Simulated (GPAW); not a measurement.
# Core-hole calculation of the O K edge in CsLiMoO4 (F-43m), part 2 of 2

Aim: the near-edge shape at the O K edge of CsLiMoO4 (F-43m), and what the core hole does to it.

GPAW 26.7.0; X-ray absorption from dipole matrix elements to empty bands, plane-wave PAW LDA.

So far. Step 2 (Ground state of the crystal): The mesh shows a gap of 4.40 eV, so the hole is first treated in a charged cell, without the excited electron. Step 3 (Spectrum without a core hole, O atom 3): Main maxima below 24 eV (height): 0.3 eV (2.71), 2.1 eV (3.70), 4.2 eV (1.11), 6.7 eV (0.77), 10.5 eV (1.11) and 17.6 eV (0.73). A K edge sees empty p states; the first features are O p mixed into the empty d states of the Mo neighbours, and the broad ones above probably into the cations' higher empty bands.

### Step 5. Spectrum with FCH, O atom 3

The holes are 5.9 Å apart. In GPAW the data set carries the hole's charge, so charge=0 means a charged cell and charge=-1 a neutral one. The excited electron is left out and a uniform background balances the charge. After the field has converged, empty bands are computed with the density fixed and the dipole matrix elements are summed.

The input, xas.py:

```python
import numpy as np
from ase import Atoms
from ase.parallel import parprint, paropen
from gpaw import GPAW, PW, FermiDirac, Mixer, MixerDif, setup_paths
from gpaw.test import gen
setup_paths.insert(0, '.')
gen('O', name='fch1s', xcname='LDA', corehole=(1, 0, 1), write_xml=True)
from gpaw.mpi import world
world.barrier()

atoms = Atoms('CsMoO4Li',
    cell=[[0, 4.19603097, 4.19603097],
     [4.19603097, 0, 4.19603097],
     [4.19603097, 4.19603097, 0]],
    scaled_positions=[[0.25, 0.25, 0.25],
     [0.75, 0.75, 0.75],
     [0.62878916, 0.11363252, 0.62878916],
     [0.11363252, 0.62878916, 0.62878916],
     [0.62878916, 0.62878916, 0.62878916],
     [0.62878916, 0.62878916, 0.11363252],
     [0.5, 0.5, 0.5]],
    pbc=True)
atoms.calc = calc = GPAW(legacy_gpaw=True, mode=PW(500, force_complex_dtype=True), xc='LDA', setups={2: 'fch1s'},
    kpts={'size': (4, 4, 4), 'gamma': True}, occupations=FermiDirac(0.02),
    charge=0, mixer=Mixer(0.1, 5, 50), maxiter=150,
    convergence={'density': 0.0001, 'eigenstates': 1e-6}, txt='scf.txt')
energy = atoms.get_potential_energy() + calc.get_reference_energy()
ef = calc.get_fermi_level()
out = dict(energy=energy, fermi=ef, forces=atoms.get_forces().tolist())
parprint(f'all-electron energy {energy:.4f} eV, Fermi level {ef:.4f} eV')
ev = np.array([[calc.get_eigenvalues(k, s) for k in range(len(calc.get_ibz_k_points()))] for s in range(calc.get_number_of_spins())])
out['homo'], out['lumo'], out['counts'] = ev[ev < ef].max(), ev[ev > ef].min(), sorted(set((ev < ef).sum((0, 2)).tolist()))
out['filled'] = (ev[:, 0] < ef).sum(1).tolist()

from ase.units import Ha
from gpaw.xas import dipole_matrix_elements
nb = int(calc.get_number_of_electrons() / 2) + 96
top, nb = nb, nb + 8 + nb // 12
nscf = calc.fixed_density(kpts={'size': (5, 5, 5), 'gamma': True}, nbands=nb,
    convergence={'bands': top, 'eigenstates': 5e-3}, maxiter=60, txt='nscf.txt')
cell = atoms.cell.array
ops = [cell.T @ U.T @ np.linalg.inv(cell.T) for U in nscf.wfs.kd.symmetry.op_scc]
filled = [24]  # bands filled in the ground state, by spin
E = np.arange(-6, 34, 0.1)
fwhm = np.interp(E, [4, 25], [0.9, 3.5])
Y, X, zero, highest = 0, 0, 1e9, 1e9
for spin in range(nscf.get_number_of_spins()):
    wfs = nscf.wfs
    mine = wfs.bd.get_slice()  # this rank's bands
    A = dipole_matrix_elements(wfs.setups[2])
    eps = np.zeros((wfs.kd.nibzkpts, nb))
    d = np.zeros((3, A.shape[1], wfs.kd.nibzkpts, nb), complex)
    for kpt in wfs.kpt_u:
        if kpt.s == spin and 2 in kpt.P_ani:
            eps[kpt.k, mine] = kpt.eps_n * Ha
            d[:, :, kpt.k, mine] = (kpt.weight * wfs.nspins / 2) ** 0.5 * np.inner(A, kpt.P_ani[2])
    world.sum(eps)
    world.sum(d)
    T = np.einsum('amkn,bmkn->abkn', d, d.conj()).real
    T = sum(np.einsum('ai,ijkn,bj->abkn', R, T, R) for R in ops) / len(ops)
    empty = np.ones_like(eps, bool) & (np.arange(nb) >= filled[spin])
    zero, highest = min(zero, eps[empty].min()), min(highest, eps[:, top - 1].min())
    lines = [(eps, T, empty)] if spin == 0 else lines + [(eps, T, empty)]
for eps, T, empty in lines:
    f = np.einsum('aakn->akn', T).reshape(3, -1)
    x = eps.ravel() - zero
    w = np.interp(x, E, fwhm) / 2.35482
    g = np.exp(-0.5 * ((E[:, None] - x) / w) ** 2) / (w * (2 * np.pi) ** 0.5)
    Y = Y + (f * empty.ravel()) @ g.T
    X = X + (f * ~empty.ravel()) @ g.T
out.update(E=E.round(2).tolist(), xas=Y.tolist(), xes=X.tolist(), zero=zero, valid=highest - zero, nk=len(eps), nb=nb)
for i in range(0, len(E), 10):
    parprint(f'{E[i]:7.2f}', *(f'{v:10.3e}' for v in Y[:, i]))
import json
with paropen('out.json', 'w') as f:
    json.dump(out, f)
```

Run with:

```
> OMP_NUM_THREADS=1 mpirun -n 4 gpaw python xas.py
```

Numbers of over 12 decimals in the logs are rounded to 6 here.

Output:

```text
Input parameters:
  convergence: {density: 0.0001,
                eigenstates: 1e-06}
  kpts: {gamma: True,
         size: (4, 4, 4)}
  maxiter: 150
  mixer: {backend: pulay,
          beta: 0.1,
          method: separate,
          nmaxold: 5,
          weight: 50}
  mode: {ecut: 500.0,
         force_complex_dtype: True,
         name: pw}
  occupations: {fixmagmom: False,
                name: fermi-dirac,
                width: 0.02}
  setups: {2: fch1s}

Initialize ...

[... PAW data sets ...]

Reference energy: -329414.652647  # eV

Spin-paired calculation

[... convergence settings ...]
Symmetries present (total): 6
  [... symmetry matrices ...]

64 k-points: 4 x 4 x 4 Monkhorst-Pack grid + [1/8,1/8,1/8]
13 k-points in the irreducible part of the Brillouin zone
       k-points in crystal coordinates                weights
   0:     0.00000000    0.00000000    0.00000000          1/64
   1:     0.00000000    0.25000000    0.00000000          2/64
   2:     0.00000000    0.50000000    0.00000000          1/64
   3:     0.25000000    0.25000000    0.00000000          6/64
   4:     0.25000000    0.25000000    0.25000000          6/64
   5:     0.25000000    0.50000000    0.00000000          6/64
   6:     0.25000000    0.50000000    0.25000000          6/64
   7:     0.50000000    0.25000000   -0.25000000          6/64
   8:     0.50000000    0.25000000    0.25000000          6/64
   9:     0.50000000    0.25000000    0.50000000          6/64
          ...
  12:     0.50000000    0.50000000    0.50000000          3/64

Wave functions: Plane wave expansion
  Cutoff energy: 500.000 eV
  Number of coefficients (min, max): 3719, 3812
  Pulay-stress correction: 0.000000 eV/Ang^3 (de/decut=0.000000)
  Using FFTW library
  Wavefunction extrapolation:
    Improved wavefunction reuse through dual PAW basis

Occupation numbers: Fermi-Dirac:
  width: 0.0200  # eV

Eigensolver
   Davidson(niter=2)

Densities:
  Coarse grid: 32*32*32 grid
  Fine grid: 64*64*64 grid
  Total Charge: 1.000000

Density mixing:
  Method: separate
  Backend: pulay
  Linear mixing parameter: 0.1
  old densities: 5
  Width of damping distribution: 1.1
  Damping of long wavelength oscillations: 50

[... Hamiltonian set-up ...]
Number of atoms: 7
Number of atomic orbitals: 38
Number of bands in calculation: 33
Number of valence electrons: 48
Bands to converge: occupied

... initialized

Initializing position-dependent things.

Density initialized from atomic densities
Creating initial wave functions:
  33 bands from LCAO basis set

                    Mo

                 O
          O  Li
            O
               O

       Cs

Atomic positions and initial magnetic moments

Positions:
   0 Cs     2.098015    2.098015    2.098015    ( 0.0000,  0.0000,  0.0000)
   1 Mo     6.294046    6.294046    6.294046    ( 0.0000,  0.0000,  0.0000)
   2 O      3.115224    5.276838    3.115224    ( 0.0000,  0.0000,  0.0000)
   3 O      5.276838    3.115224    3.115224    ( 0.0000,  0.0000,  0.0000)
   4 O      5.276838    5.276838    5.276838    ( 0.0000,  0.0000,  0.0000)
   5 O      3.115224    3.115224    5.276838    ( 0.0000,  0.0000,  0.0000)
   6 Li     4.196031    4.196031    4.196031    ( 0.0000,  0.0000,  0.0000)

Unit cell:
           periodic     x           y           z      points  spacing
  1. axis:    yes    0.000000    4.196031    4.196031    32     0.1514
  2. axis:    yes    4.196031    0.000000    4.196031    32     0.1514
  3. axis:    yes    4.196031    4.196031    0.000000    32     0.1514

  Lengths:   5.934084   5.934084   5.934084
  Angles:   60.000000  60.000000  60.000000

Effective grid spacing dv^(1/3) = 0.1652

iter:   1   -91.686498
iter:   2   -82.364900   -0.57  -0.84
iter:   3   -74.699897   -0.20  -0.97
iter:   4   -75.448212   -1.09  -1.24
iter:   5   -73.411758   -1.30  -1.15
iter:   6   -73.255550   -1.28  -1.34
iter:   7   -72.781417   -1.71  -1.54
iter:   8   -72.704506   -1.89  -1.95
iter:   9   -72.691405   -2.75  -2.11
iter:  10   -72.686335c  -3.54  -2.59
iter:  11   -72.685809c  -3.86  -2.83
iter:  12   -72.685841c  -4.59  -2.88
iter:  13   -72.685641c  -4.70  -3.29
iter:  14   -72.685616c  -5.45  -3.47
iter:  15   -72.685614c  -6.34c -3.81
iter:  16   -72.685609c  -6.93c -3.98
iter:  17   -72.685609c  -7.68c -4.12c

Converged after 17 iterations.

Dipole moment: (-3.748888, -3.688894, -3.748888) |e|*Ang

Energy contributions relative to reference atoms: (reference = -329414.652647)

Kinetic:         +7.681541
Potential:      -36.389224
External:        +0.000000
XC:             -43.262031
Entropy (-ST):   -0.000000
Local:           -0.715896
SIC:             +0.000000
--------------------------
Free energy:    -72.685609
Extrapolated:   -72.685609

Showing only first 2 kpts
 Kpt  Band  Eigenvalues  Occupancy
  0    22     -0.70064    2.00000
  0    23     -0.02313    2.00000
  0    24      3.92666    0.00000
  0    25      3.92667    0.00000

  1    22     -0.75691    2.00000
  1    23     -0.01607    2.00000
  1    24      3.96196    0.00000
[...]
Fermi level: 1.24577

Gap: 3.809 eV
Transition (v -> c):
  (s=0, k=2, n=23, [0.00, 0.50, 0.00]) -> (s=0, k=10, n=24, [0.50, 0.50, 0.00])
Direct/indirect transitions are different
Direct gap: 3.950 eV
Transition at: (s=0, k=0, n=23, [0.00, 0.00, 0.00])

Forces in eV/Ang:
  0 Cs    0.09619   -0.09619    0.09619
  1 Mo   -3.24355    3.24355   -3.24355
  2 O     1.63383   -1.63383    1.63383
  3 O     1.42273   -1.42273   -1.48754
  4 O     1.42273    1.48754    1.42273
  5 O    -1.48754   -1.42273    1.42273
  6 Li    0.15095   -0.15095    0.15095
Scalar-relativistic atomic LDA calculation for O (Oxygen, Z=8)
Core hole in 1s state (1s occupation: 1.0)
300 radial gridpoints.
|------------------------------------------------|
|------------------------------------------------|
[... the atom generator's iteration count ...]

Energy contributions:
-------------------------
Kinetic:      +54.046737
XC:            -5.876031
Potential:   -102.458324
-------------------------
Total:        -54.287618

state      eigenvalue         ekin         rmax
-----------------------------------------------
1s^1.0 :   -21.731873    30.611423        0.127
2s^2.0 :    -1.594915     4.066245        0.801
2p^4.0 :    -1.067100     3.825706        0.682
-----------------------------------------------
(units: Bohr and Hartree)

Generating PAW setup
Kinetic energy of the core from tauc = 30.636371
Cutoffs:
rc(s)=1.300
rc(p)=1.130
rc(d)=1.170
rc(vbar)=1.300
rc(comp)=1.260
rc(nct)=1.300

Kinetic energy of the core states: 30.611423
Charge: 1.0
Core electrons: 1.0
Valence electrons: 6.0
Pseudo-core charge: 0.000198
Shape function alpha=6.299
Pseudo-electron charge 5.280306
state    eigenvalue         norm
--------------------------------
2s(2) :    -1.594915     1.065643
*s    :    -0.594915
2p(4) :    -1.067100     0.787205
*p    :    -0.067100
*d    :     0.000000
--------------------------------

Diagonalizing with gridspacing h=0.050

state   all-electron     PAW
-------------------------------
2s:      -1.594915    -1.596334
2p:      -1.067100    -1.073375
*d:                   -0.060686
*f:                   -0.013559
-------------------------------
all-electron energy -329487.3383 eV, Fermi level 1.2458 eV
[...]
31.00  5.362e-05  5.362e-05  5.362e-05
  32.00  4.918e-05  4.918e-05  4.918e-05
  33.00  4.697e-05  4.697e-05  4.697e-05
```

Run time: 36 s. Hardware: 4 MPI ranks of Intel Xeon Platinum 8488C (Sapphire Rapids), shared host; peak memory 0.34 GiB.

The O K spectrum, O atom 3, full core hole (charged cell) (energy from the lowest empty level; intensity scaled to a mean of 1 over the first 20 eV):

```csv
E (eV),intensity
-2.0,0.00
-1.5,0.00
-1.0,0.03
-0.5,0.65
0.0,2.62
0.5,2.18
1.0,0.91
1.5,2.57
2.0,3.18
2.5,1.49
3.0,0.31
3.5,0.15
4.0,0.34
4.5,0.67
5.0,0.94
5.5,0.93
6.0,0.69
6.5,0.56
7.0,0.66
7.5,0.83
8.0,0.93
8.5,0.95
9.0,0.98
9.5,1.07
10.0,1.20
10.5,1.26
11.0,1.21
11.5,1.10
12.0,0.98
12.5,0.86
13.0,0.79
13.5,0.78
14.0,0.80
14.5,0.82
15.0,0.81
15.5,0.79
16.0,0.76
16.5,0.76
17.0,0.78
17.5,0.82
18.0,0.86
18.5,0.87
19.0,0.86
19.5,0.83
20.0,0.81
20.5,0.80
21.0,0.80
21.5,0.82
22.0,0.83
22.5,0.84
23.0,0.85
23.5,0.86
24.0,0.86
24.5,0.86
25.0,0.86
25.5,0.86
26.0,0.86
26.5,0.86
27.0,0.87
27.5,0.89
28.0,0.92
28.5,0.94
29.0,0.96
29.5,0.97
30.0,0.96
30.5,0.93
31.0,0.89
31.5,0.85
32.0,0.82
```

Main maxima below 24 eV (height): 0.2 eV (2.93), 1.8 eV (3.35), 5.2 eV (0.97), 10.5 eV (1.26) and 18.5 eV (0.87). 

The hole costs E(hole) − E(ground) = 530.91 eV, and the lowest empty level of the hole cell on the spectrum's mesh lies at 3.82 eV, which puts the zero at 534.73 eV. One term is added: -8.83 eV, since the hole is spin-paired here and a spin-polarised one costs that much less in the free atom (computed apart). The photon energy is then 525.90 eV. The functional and the charged cell's background leave an error in such absolute values: in the free atom LDA prices this hole 4.1 eV below PBE (computed apart), and PBE is itself good to a few eV.

### Step 6. With and without the hole

Both curves are counted from their own zero, so only the shift of weight within the empty states shows.

```csv
E (eV),no hole,FCH
-2.0,0.00,0.00
-1.0,0.01,0.03
0.0,1.98,2.62
1.0,1.24,0.91
2.0,3.56,3.18
3.0,0.85,0.31
4.0,1.08,0.34
5.0,0.61,0.94
6.0,0.65,0.69
7.0,0.75,0.66
8.0,0.69,0.93
9.0,0.87,0.98
10.0,1.07,1.20
11.0,1.06,1.21
12.0,0.83,0.98
13.0,0.80,0.79
14.0,0.80,0.80
15.0,0.70,0.81
16.0,0.66,0.76
17.0,0.72,0.78
18.0,0.73,0.86
19.0,0.67,0.86
20.0,0.64,0.81
21.0,0.65,0.80
22.0,0.66,0.83
23.0,0.67,0.85
24.0,0.67,0.86
25.0,0.67,0.86
26.0,0.68,0.86
27.0,0.72,0.87
28.0,0.77,0.92
29.0,0.79,0.96
30.0,0.76,0.96
31.0,0.69,0.89
32.0,0.64,0.82
```

With each curve scaled to its own mean, the area from −2 to 6 eV with the hole is 8.7 against 9.6, and the centre of weight from −1 to 20 eV moves by +0.6 eV (first and strongest maxima below 20 eV: 0.3 eV (2.71), 2.1 eV (3.70) and 4.2 eV (1.11) without the hole, 0.2 eV (2.93), 1.8 eV (3.35) and 10.5 eV (1.26) with it): the weight at the onset falls, probably as the absorber's own filled states drop away from the neighbours' empty ones and mix less with them.

### Step 7. Outcome

- absorber and edge: O K, atom 3 of the ground-state input (counted from 1)
- surroundings: 1 Mo at 1.76 Å and 1 Li at 1.87 Å (linear, site symmetry 3m)
- highest intensity below 16 eV: 1.8 eV above the zero, height 3.35
- photon energy of the zero, with the added terms: 525.9 eV (raw 534.7 eV; LDA puts this hole about 4 eV below PBE, itself good to a few eV)

**Reading.** The O K edge of atom 3, with 1 Mo at 1.76 Å and 1 Li at 1.87 Å (linear, site symmetry 3m), has its highest intensity of the first 16 eV at 1.8 eV above the zero, near 528 eV in photon energy (LDA puts this hole about 4 eV below PBE, itself good to a few eV), 3.3 times the mean level of the first 20 eV (Gaussian full width 0.9 eV up to 4 eV, rising linearly to 3.5 eV at 25 eV). With each curve scaled to its own mean, the area from −2 to 6 eV with the hole is 8.7 against 9.6, and the centre of weight from −1 to 20 eV moves by +0.6 eV (first and strongest maxima below 20 eV: 0.3 eV (2.71), 2.1 eV (3.70) and 4.2 eV (1.11) without the hole, 0.2 eV (2.93), 1.8 eV (3.35) and 10.5 eV (1.26) with it): the weight at the onset falls, probably as the absorber's own filled states drop away from the neighbours' empty ones and mix less with them. The holes are only 5.9 Å apart, so the shape is probably not converged with cell size; no larger cell was run here. The mesh is coarse (0.26 Å⁻¹ between points), so small maxima may be mesh ripples. Lifetime broadening is put in by hand, and intensities beyond about 20 eV depend on it and on the partial waves. The structure is a computed Materials Project entry and may be a hypothetical form.

[Banner, clock and machine lines of the logs are left out without a mark of their own.]

[Logs are printed without paths, hosts, clocks, repeated set-up lines and the standing remarks that a program may print on its own settings, such as how far it seeks lower states.]

[Hosts, paths, dates, database ids (printed as entryN), source tags and the programs' standing remarks are cut or masked in the printed files.]

[Lists of maxima count a maximum above −3 eV only where it reaches 4 % of the highest in the window and stands out from its surroundings by 2 % of it (1.5 % where it reaches 55 %); shoulders and weaker maxima are passed over, and of the rest the first, up to two pre-edge ones and the few strongest are named.]
